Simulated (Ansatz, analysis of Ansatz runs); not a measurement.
# MgH2 (Pbcn), nudged elastic band: V_H hop (2.6 Å) (q = +1), part 2 of 3

Wanted: path and barrier of a jump of H in MgH2 (Pbcn) at charge +1. The case: V_H hop (2.6 Å), in a cell of 48 host atoms with 1 H taken out.

Ansatz 0.2.0; plane-wave PAW DFT, PBEsol; nudged elastic band between two relaxed defect structures at fixed charge in a uniform background.

So far: Starting point; Relaxation of the start point, charge +1; Relaxation of the end point, charge +1.

### Step 4. Nudged elastic band, charge +1

3 movable images are laid between the ends on a pair-potential path, which keeps atoms from colliding in the first guess. Each image feels the true force across the path and a spring force along it. The highest image is set to climb to the top of the path.

This step: plane-wave PAW DFT, PBEsol; nudged elastic band between two relaxed defect structures at fixed charge in a uniform background.

The input, qp1_c48k1.neb/input.yaml:

```yaml
crystal:
  lattice:
    - [-4.47603151, 5.39366888, 4.89464524]
    - [4.47603151, -5.39366888, 4.89464524]
    - [4.47603151, 5.39366888, -4.89464524]
  atoms:
    - { symbol: Mg, position: [0.28958238, 0.12728664, 0.66429879] }
    - { symbol: Mg, position: [0.28950444, 0.62888096, 0.17756325] }
    - { symbol: Mg, position: [0.77601284, 0.11637851, 0.16017832] }
    - { symbol: Mg, position: [0.79326676, 0.6309811, 0.66236929] }
    - { symbol: Mg, position: [0.4620468, 0.12649888, 0.33800597] }
    - { symbol: Mg, position: [0.46884564, 0.62599973, 0.86730877] }
    - { symbol: Mg, position: [0.96719971, 0.13012329, 0.83118903] }
    - { symbol: Mg, position: [0.9591924, 0.62319839, 0.33724482] }
    - { symbol: Mg, position: [0.17969902, 0.33649684, 0.29504538] }
    - { symbol: Mg, position: [0.2121412, 0.87695884, 0.83695415] }
    - { symbol: Mg, position: [0.71234149, 0.38459529, 0.83499122] }
    - { symbol: Mg, position: [0.71555908, 0.87784792, 0.34353349] }
    - { symbol: Mg, position: [0.04393558, 0.38038173, 0.6625499] }
    - { symbol: Mg, position: [0.03767776, 0.86841794, 0.16309021] }
    - { symbol: Mg, position: [0.5395989, 0.37645253, 0.16543456] }
    - { symbol: Mg, position: [0.55697367, 0.9185075, 0.68173327] }
    - { symbol: H, position: [0.1637724, 0.07912759, 0.81627097] }
    - { symbol: H, position: [0.16383075, 0.57205523, 0.32935272] }
    - { symbol: H, position: [0.65784647, 0.07321089, 0.31591585] }
    - { symbol: H, position: [0.64741501, 0.57021361, 0.79863945] }
    - { symbol: H, position: [0.10527503, 0.41233964, 0.91983625] }
    - { symbol: H, position: [0.09090774, 0.90398391, 0.41725073] }
    - { symbol: H, position: [0.58272764, 0.40952068, 0.42023329] }
    - { symbol: H, position: [0.58141186, 0.88666222, 0.89934711] }
    - { symbol: H, position: [0.26956552, 0.35015898, 0.68037797] }
    - { symbol: H, position: [0.26314054, 0.8452294, 0.18960682] }
    - { symbol: H, position: [0.76000751, 0.34289639, 0.18791861] }
    - { symbol: H, position: [0.75995588, 0.85162984, 0.68452837] }
    - { symbol: H, position: [0.49020054, 0.16871086, 0.58447295] }
    - { symbol: H, position: [0.48811851, 0.67267796, 0.10182381] }
    - { symbol: H, position: [0.965356, 0.15534053, 0.06352176] }
    - { symbol: H, position: [0.99151605, 0.67289281, 0.58419006] }
    - { symbol: H, position: [0.00910433, 0.31515387, 0.40763867] }
    - { symbol: H, position: [0.01250111, 0.82678177, 0.91763474] }
    - { symbol: H, position: [0.51267971, 0.33760922, 0.91902021] }
    - { symbol: H, position: [0.51382549, 0.82888362, 0.42468996] }
    - { symbol: H, position: [0.23517947, 0.15086458, 0.31158201] }
    - { symbol: H, position: [0.24800081, 0.65514228, 0.80110171] }
    - { symbol: H, position: [0.75478123, 0.17905471, 0.82698828] }
    - { symbol: H, position: [0.74011363, 0.65585448, 0.31899576] }
    - { symbol: H, position: [0.41486536, 0.09477845, 0.08418134] }
    - { symbol: H, position: [0.91591662, 0.10156626, 0.58391892] }
    - { symbol: H, position: [0.91023965, 0.59257107, 0.08457503] }
    - { symbol: H, position: [0.33595198, 0.41812321, 0.1857975] }
    - { symbol: H, position: [0.34180064, 0.92571522, 0.68658484] }
    - { symbol: H, position: [0.84417956, 0.43001262, 0.68500256] }
    - { symbol: H, position: [0.8286779, 0.90980384, 0.17228441] }
total_charge: 1
basis:
  ecutwfc: 420
  xc_grid: 2
hamiltonian:
  xc: pbesol
kpoints:
  mp_grid: { grid: [1, 1, 1] }
scf:
  occupations: { method: fixed }
  max_iter: 150
output:
  forces: true
neb:
  images: 3
  f_tol: 0.04
  climbing: true
  initial_path: idpp
  max_iterations: 45
  order_check: false
  final_atoms:
    - { symbol: Mg, position: [0.29430981, 0.13540983, 0.66167849] }
    - { symbol: Mg, position: [0.28202144, 0.62071072, 0.16410442] }
[... 3 atom lines left out ...]
    - { symbol: Mg, position: [0.49172054, 0.62572829, 0.84448173] }
[... 2 atom lines left out ...]
    - { symbol: Mg, position: [0.21057834, 0.37475879, 0.33702247] }
    - { symbol: Mg, position: [0.20918223, 0.91505036, 0.84513707] }
[... 2 atom lines left out ...]
    - { symbol: Mg, position: [0.01368753, 0.33320811, 0.64025415] }
[... 2 atom lines left out ...]
    - { symbol: Mg, position: [0.53275888, 0.87150097, 0.66546029] }
[... 1 atom line left out ...]
    - { symbol: H, position: [0.16156863, 0.57857538, 0.32008482] }
[... 1 atom line left out ...]
    - { symbol: H, position: [0.67947014, 0.57882782, 0.81696631] }
[... 3 atom lines left out ...]
    - { symbol: H, position: [0.58070658, 0.90164357, 0.92129828] }
    - { symbol: H, position: [0.26306637, 0.36503483, 0.69665714] }
[... 7 atom lines left out ...]
    - { symbol: H, position: [0.01142363, 0.32560349, 0.41771826] }
[... 4 atom lines left out ...]
    - { symbol: H, position: [0.39647012, 0.59672421, 0.59473287] }
[... 6 atom lines left out ...]
    - { symbol: H, position: [0.34310825, 0.93672327, 0.69591046] }
[... 1 atom line left out ...]
    - { symbol: H, position: [0.83191269, 0.91412003, 0.17688124] }
```

Started as:

```sh
$ ansatz run input.yaml --threads 4 --pin off --max-ram 14131MiB --backend cpu --events-out ev --progress --plain --runs-dir out
```

Numbers of over 12 decimals in the logs are rounded to 6 here.

Log:

```text
[...]
Warning: neb: disabling space-group detection — the band's intermediate images generally break the endpoint symmetry, so no spatial operation reduces the k-mesh or symmetrises the density, except that a semilocal band can use its path's symmetry ahead of [...]
[...]
parallel-image band execution: 3 concurrent image workers
NEB image 0
Crystal: 47 atoms, lattice volume = 472.671 Å³
Basis set: ecut = 420 eV, 9249 PW (Γ), exchange–correlation on 120×120×120 points (8 copies of the dense FFT grid, shifted against one another)
Bands: 142, of which v1, the nominal top of the filled ones, is band 95 counted from 1 (94 counted from 0)
Symmetry: 1 space group operations
k-points: 1
[...]
SCF iter   1: F=—  HF=-31088.285588 eV  |F-HF|=—  |Δ(HF+E_count)|=         —  Δρ=1.12e-2  dr2=4.55e-1  ethr=1.77e-3  ⟨swp⟩=5.0  Hψ=411  notcnv=0  defer=45
[...]
SCF iter   7: F=-31088.064840 eV  HF=-31088.064840 eV  |F-HF|=7.86e-9  |Δ(HF+E_count)|=   2.82e-7  Δρ=1.39e-6  dr2=1.13e-8  ethr=5.26e-11  ⟨swp⟩=5.0  Hψ=381  notcnv=0
SCF 1 converged in 7 iterations: F = -31088.064840 eV  dr2 = 1.13e-8
[...]
NSCF: frozen V_eff on 1 k-points
NEB image 4
SCF iter   1: F=—  HF=-31088.285668 eV  |F-HF|=—  |Δ(HF+E_count)|=         —  Δρ=1.12e-2  dr2=4.55e-1  ethr=1.77e-3  ⟨swp⟩=5.0  Hψ=411  notcnv=0  defer=45
[...]
SCF iter   7: F=-31088.064878 eV  HF=-31088.064878 eV  |F-HF|=8.15e-9  |Δ(HF+E_count)|=   2.87e-7  Δρ=1.37e-6  dr2=1.12e-8  ethr=5.26e-11  ⟨swp⟩=4.0  Hψ=367  notcnv=0
SCF 2 converged in 7 iterations: F = -31088.064878 eV  dr2 = 1.12e-8
[...]
NEB end point (image 0): max|allowed force component| = 6.774e-3 eV/Å (the criterion of neb.relax_end_points is 1.000e-2)
NEB end point (image 4): max|allowed force component| = 5.964e-3 eV/Å (the criterion of neb.relax_end_points is 1.000e-2)
NEB image 1
SCF iter   1: F=—  HF=-31088.050224 eV  |F-HF|=—  |Δ(HF+E_count)|=         —  Δρ=1.12e-2  dr2=4.60e-1  ethr=1.77e-3  ⟨swp⟩=5.0  Hψ=412  notcnv=0  defer=44
[...]
SCF iter   7: F=-31087.827294 eV  HF=-31087.827294 eV  |F-HF|=5.97e-9  |Δ(HF+E_count)|=   1.93e-7  Δρ=1.39e-6  dr2=1.03e-8  ethr=5.26e-11  ⟨swp⟩=5.0  Hψ=369  notcnv=0
SCF 3 converged in 7 iterations: F = -31087.827294 eV  dr2 = 1.03e-8
NEB image 2
SCF iter   1: F=—  HF=-31087.807156 eV  |F-HF|=—  |Δ(HF+E_count)|=         —  Δρ=1.12e-2  dr2=4.56e-1  ethr=1.77e-3  ⟨swp⟩=5.0  Hψ=416  notcnv=0  defer=41
[...]
SCF iter   7: F=-31087.584507 eV  HF=-31087.584507 eV  |F-HF|=3.45e-9  |Δ(HF+E_count)|=   1.14e-7  Δρ=1.20e-6  dr2=7.28e-9  ethr=5.26e-11  ⟨swp⟩=5.0  Hψ=368  notcnv=0
SCF 4 converged in 7 iterations: F = -31087.584507 eV  dr2 = 7.28e-9
NEB image 3
SCF iter   1: F=—  HF=-31088.047364 eV  |F-HF|=—  |Δ(HF+E_count)|=         —  Δρ=1.12e-2  dr2=4.60e-1  ethr=1.77e-3  ⟨swp⟩=5.0  Hψ=412  notcnv=0  defer=44
[...]
SCF iter   7: F=-31087.824487 eV  HF=-31087.824487 eV  |F-HF|=6.11e-9  |Δ(HF+E_count)|=   1.93e-7  Δρ=1.37e-6  dr2=1.01e-8  ethr=5.26e-11  ⟨swp⟩=4.0  Hψ=367  notcnv=0
SCF 5 converged in 7 iterations: F = -31087.824487 eV  dr2 = 1.01e-8
NEB iter   1: max|band force component| = 5.785e-1 eV/Å  barrier→ = 0.4803 eV  barrier← = 0.4804 eV  Δτ_max = 0.1807 Å  (35 SCF iters)
NEB image 1
[...]
iter 1 solved again at ethr=1.28e-4 eV; its pass at ethr=3.10e-3 eV (dr2=2.43e-1 eV) is discarded
[...]
SCF iter   7: F=-31087.802273 eV  HF=-31087.802273 eV  |F-HF|=3.59e-9  |Δ(HF+E_count)|=   1.06e-8  Δρ=1.08e-6  dr2=5.65e-9  ethr=5.26e-11  ⟨swp⟩=4.0  Hψ=365  notcnv=0
SCF 6 converged in 7 iterations: F = -31087.802273 eV  dr2 = 5.65e-9
NEB image 2
[...]
SCF iter   7: F=-31087.577638 eV  HF=-31087.577638 eV  |F-HF|=4.99e-9  |Δ(HF+E_count)|=   1.04e-8  Δρ=1.37e-6  dr2=8.90e-9  ethr=5.26e-11  ⟨swp⟩=4.0  Hψ=365  notcnv=0
SCF 7 converged in 7 iterations: F = -31087.577638 eV  dr2 = 8.90e-9
NEB image 3
[...]
SCF iter   7: F=-31087.808289 eV  HF=-31087.808289 eV  |F-HF|=4.01e-9  |Δ(HF+E_count)|=   2.12e-8  Δρ=1.06e-6  dr2=5.94e-9  ethr=5.26e-11  ⟨swp⟩=4.0  Hψ=365  notcnv=0
SCF 8 converged in 7 iterations: F = -31087.808289 eV  dr2 = 5.94e-9
NEB iter   2: max|band force component| = 5.921e-1 eV/Å  barrier→ = 0.4872 eV  barrier← = 0.4872 eV  Δτ_max = 0.0896 Å  (21 SCF iters)
NEB image 1
[...]
SCF iter   6: F=-31087.926910 eV  HF=-31087.926910 eV  |F-HF|=8.03e-9  |Δ(HF+E_count)|=   2.79e-7  Δρ=3.28e-6  dr2=5.26e-8  ethr=5.26e-11  ⟨swp⟩=4.0  Hψ=367  notcnv=0
SCF 9 converged in 6 iterations: F = -31087.926910 eV  dr2 = 5.26e-8
NEB image 2
[...]
SCF iter   6: F=-31087.727273 eV  HF=-31087.727273 eV  |F-HF|=1.36e-8  |Δ(HF+E_count)|=   2.39e-7  Δρ=3.12e-6  dr2=4.35e-8  ethr=5.26e-11  ⟨swp⟩=4.0  Hψ=429  notcnv=0
SCF 10 converged in 6 iterations: F = -31087.727273 eV  dr2 = 4.35e-8
NEB image 3
[...]
SCF iter   6: F=-31087.928768 eV  HF=-31087.928768 eV  |F-HF|=8.64e-9  |Δ(HF+E_count)|=   3.83e-7  Δρ=3.36e-6  dr2=5.89e-8  ethr=5.26e-11  ⟨swp⟩=4.0  Hψ=430  notcnv=0
SCF 11 converged in 6 iterations: F = -31087.928768 eV  dr2 = 5.89e-8
NEB iter   3: max|band force component| = 8.225e-2 eV/Å  barrier→ = 0.3376 eV  barrier← = 0.3376 eV  CI = image 2  Δτ_max = 0.0306 Å  (18 SCF iters)
[...]
NEB iter   4: max|band force component| = 4.343e-2 eV/Å  barrier→ = 0.3350 eV  barrier← = 0.3351 eV  CI = image 2  Δτ_max = 0.0376 Å  (15 SCF iters)
[...]
NEB iter   5: max|band force component| = 6.133e-2 eV/Å  barrier→ = 0.3343 eV  barrier← = 0.3343 eV  CI = image 2  Δτ_max = 0.0188 Å  (15 SCF iters)
NEB image 1
[...]
SCF iter   4: F=-31087.932705 eV  HF=-31087.932705 eV  |F-HF|=1.01e-9  |Δ(HF+E_count)|=   8.50e-8  Δρ=1.84e-6  dr2=2.05e-8  ethr=5.26e-11  ⟨swp⟩=4.0  Hψ=428  notcnv=0
SCF 18 converged in 4 iterations: F = -31087.932705 eV  dr2 = 2.05e-8
NEB image 2
[...]
SCF iter   5: F=-31087.732804 eV  HF=-31087.732804 eV  |F-HF|=5.20e-10  |Δ(HF+E_count)|=   1.69e-8  Δρ=6.01e-7  dr2=2.00e-9  ethr=2.62e-11  ⟨swp⟩=2.0  Hψ=340  notcnv=0
SCF 19 converged in 5 iterations: F = -31087.732804 eV  dr2 = 2.00e-9
NEB image 3
[...]
SCF iter   5: F=-31087.933098 eV  HF=-31087.933098 eV  |F-HF|=1.89e-10  |Δ(HF+E_count)|=   9.03e-9  Δρ=5.67e-7  dr2=1.66e-9  ethr=2.17e-11  ⟨swp⟩=1.0  Hψ=343  notcnv=0
SCF 20 converged in 5 iterations: F = -31087.933098 eV  dr2 = 1.66e-9
NEB image 1
[...]
NEB image 3
[...]
NEB image 2
[...]
the band table was solved once a step of the walk had ended and its energy, with any forces and stress, was formed, with the checks that follow a solve (731 applications of the Hamiltonian). They found nothing against the state; [...]
NEB iter   6: max|band force component| = 3.166e-2 eV/Å  barrier→ = 0.3320 eV  barrier← = 0.3321 eV  CI = image 2  Δτ_max = 0.0000 Å  (14 SCF iters)
SCF converged after 5 iterations
Free energy (F): -31087.732804 eV
[...]
Internal energy: -31087.732804 eV  (E = F + TS)
E sigma→0 (E₀):  -31087.732804 eV
Fermi energy:    2.417023 eV
[...]
--- Forces (eV/Å), atoms counted from 1 ---
  atom   1  Mg    -0.00727503    -0.00019831    -0.00301795
  atom   2  Mg     0.00282577    -0.00351805    -0.00444427
  [... 3 atoms left out ...]
  atom   6  Mg    -0.00106177     0.03165857     0.00174336
  [... 2 atoms left out ...]
  atom   9  Mg     0.00124600    -0.00282542     0.00910088
  atom  10  Mg     0.00440295     0.00565819     0.00007298
  [... 2 atoms left out ...]
  atom  13  Mg     0.00940375    -0.00291446    -0.02853389
  [... 2 atoms left out ...]
  atom  16  Mg    -0.00802536    -0.00066796     0.02554175
  [... 7 atoms left out ...]
  atom  24  H      0.00354007     0.01292795    -0.00562022
  atom  25  H      0.00865047    -0.00637990     0.01820381
  [... 7 atoms left out ...]
  atom  33  H      0.00325963    -0.00233958     0.00469755
  [... 4 atoms left out ...]
  atom  38  H     -0.00982310    -0.02565916    -0.01192982
  [... 6 atoms left out ...]
  atom  45  H      0.00553850    -0.01468684    -0.00052367
  [... 2 atoms left out ...]
  max |Σ_I F_I| component: 5.73e-6 eV/Å
--- Band table (eV) ---
[...]
this run last wrote the band of iteration 6 to <dir>
--- NEB band (5 images, 6 band iterations, 118 SCF iterations) ---
  forward barrier  = 0.332036 eV
  backward barrier = 0.332075 eV
  climbing image's point = of an order that was not read
  energies are F+E_penalty+E_count in eV, relative to image 0
  image     s (Å)  Δ vs image 0  max|band force component| (eV/Å)
      0    0.0000      0.000000                                 —
      1    0.7011      0.132135                          1.390e-2
  *   2    1.4022      0.332036                          3.166e-2
      3    2.0987      0.131742                          1.764e-2
      4    2.7952     -0.000039                                 —
  climbing-image geometry (image 2):
  cell:  # Å, volume = 472.6706 Å³
    - [-4.47603151, 5.39366888, 4.89464524]
    - [4.47603151, -5.39366888, 4.89464524]
    - [4.47603151, 5.39366888, -4.89464524]
  atoms:
    - { symbol: Mg, position: [0.292075, 0.130510, 0.662083] }
    - { symbol: Mg, position: [0.285502, 0.626887, 0.176059] }
    - { symbol: Mg, position: [0.781380, 0.120974, 0.162732] }
    - { symbol: Mg, position: [0.799454, 0.624878, 0.660153] }
    - { symbol: Mg, position: [0.462149, 0.125979, 0.337936] }
    - { symbol: Mg, position: [0.480784, 0.625769, 0.856460] }
    - { symbol: Mg, position: [0.962460, 0.125845, 0.838108] }
    - { symbol: Mg, position: [0.955163, 0.625886, 0.330834] }
    - { symbol: Mg, position: [0.191572, 0.364181, 0.328277] }
    - { symbol: Mg, position: [0.214040, 0.887376, 0.828869] }
    - { symbol: Mg, position: [0.714467, 0.377430, 0.835368] }
    - { symbol: Mg, position: [0.708240, 0.874426, 0.338508] }
    - { symbol: Mg, position: [0.036469, 0.355202, 0.650491] }
    - { symbol: Mg, position: [0.039280, 0.875140, 0.162998] }
    - { symbol: Mg, position: [0.538077, 0.376810, 0.165851] }
    - { symbol: Mg, position: [0.545449, 0.896263, 0.682403] }
    - { symbol: H, position: [0.163546, 0.085711, 0.816718] }
    - { symbol: H, position: [0.159307, 0.578522, 0.327977] }
    - { symbol: H, position: [0.660406, 0.076642, 0.319120] }
    - { symbol: H, position: [0.658742, 0.569244, 0.798446] }
    - { symbol: H, position: [0.098595, 0.409351, 0.916710] }
    - { symbol: H, position: [0.090956, 0.906467, 0.414849] }
    - { symbol: H, position: [0.590546, 0.405783, 0.418211] }
    - { symbol: H, position: [0.592434, 0.900969, 0.917278] }
    - { symbol: H, position: [0.266641, 0.350311, 0.693347] }
    - { symbol: H, position: [0.262646, 0.846055, 0.186401] }
    - { symbol: H, position: [0.758468, 0.345310, 0.186015] }
    - { symbol: H, position: [0.757780, 0.842399, 0.690807] }
    - { symbol: H, position: [0.492816, 0.175086, 0.585523] }
    - { symbol: H, position: [0.479395, 0.682356, 0.091022] }
    - { symbol: H, position: [0.981087, 0.165924, 0.079362] }
    - { symbol: H, position: [0.999664, 0.673179, 0.582273] }
    - { symbol: H, position: [-9.387563337341642e-5, 0.303981, 0.406444] }
    - { symbol: H, position: [0.021349, 0.825075, 0.914397] }
    - { symbol: H, position: [0.515754, 0.346652, 0.923421] }
    - { symbol: H, position: [0.509429, 0.824498, 0.426049] }
    - { symbol: H, position: [0.239967, 0.162027, 0.323182] }
    - { symbol: H, position: [0.296652, 0.626269, 0.671725] }
    - { symbol: H, position: [0.745844, 0.164319, 0.823925] }
    - { symbol: H, position: [0.737183, 0.657353, 0.320770] }
    - { symbol: H, position: [0.411211, 0.089725, 0.079451] }
    - { symbol: H, position: [0.909851, 0.087402, 0.583021] }
    - { symbol: H, position: [0.913759, 0.594574, 0.081486] }
    - { symbol: H, position: [0.339328, 0.426613, 0.197888] }
    - { symbol: H, position: [0.352612, 0.947209, 0.697400] }
    - { symbol: H, position: [0.852079, 0.427179, 0.686361] }
    - { symbol: H, position: [0.826922, 0.905239, 0.170530] }
```

The job ended after 23 s (4 threads of Arm Neoverse V2, shared host; peak memory 1.1 GiB; 71 s of CPU time).

The column dr2 measures how far the density is from self-consistency, as an energy; F and HF (Harris–Foulkes) agree once it is small.

The path, image by image:

```csv
image,path (Å),energy (eV),"H38: x, y, z (Å)"
0,0.000,0.0000,"5.408, 2.125, 0.499"
1,0.701,0.1321,"4.945, 1.911, 0.830"
2,1.402,0.3320,"4.482, 1.845, 1.230"
3,2.099,0.1317,"4.017, 1.913, 1.618"
4,2.795,0.0000,"3.558, 2.128, 1.950"
```

Numbers from this step:

| Quantity | Value |
| --- | --- |
| free energy | -31087.7328 eV |
| barrier forward | 0.3320 eV |
| barrier backward | 0.3321 eV |
| end less start | -3.85e-5 eV |
| hop length | 2.351 Å |

Track of the atom that was set to move:

```csv
image,x (Å),y (Å),z (Å),nearest neighbour,distance (Å)
0,5.408,2.125,0.499,Mg,1.923
1,4.945,1.911,0.83,Mg,2
2,4.482,1.845,1.23,Mg,1.992
3,4.017,1.913,1.618,Mg,1.999
4,3.558,2.128,1.95,Mg,1.923
```

The band met its tolerance of 0.04 eV/Å after 6 iterations, with image 2 on top (the start counts as 0). H38, which moves farthest between the ends, has 3 Mg at 1.92 to 1.99 Å nearest at the start and 1 Mg at 1.99 Å at the top.

[end of part 2 of 3]

[Logs are printed without paths, hosts, clocks, repeated set-up lines and the standing remarks that a program may print on its own settings, such as how far it seeks lower states.]

[Hosts, paths, dates, database ids (printed as entryN), source tags and the programs' standing remarks are cut or masked in the printed files.]
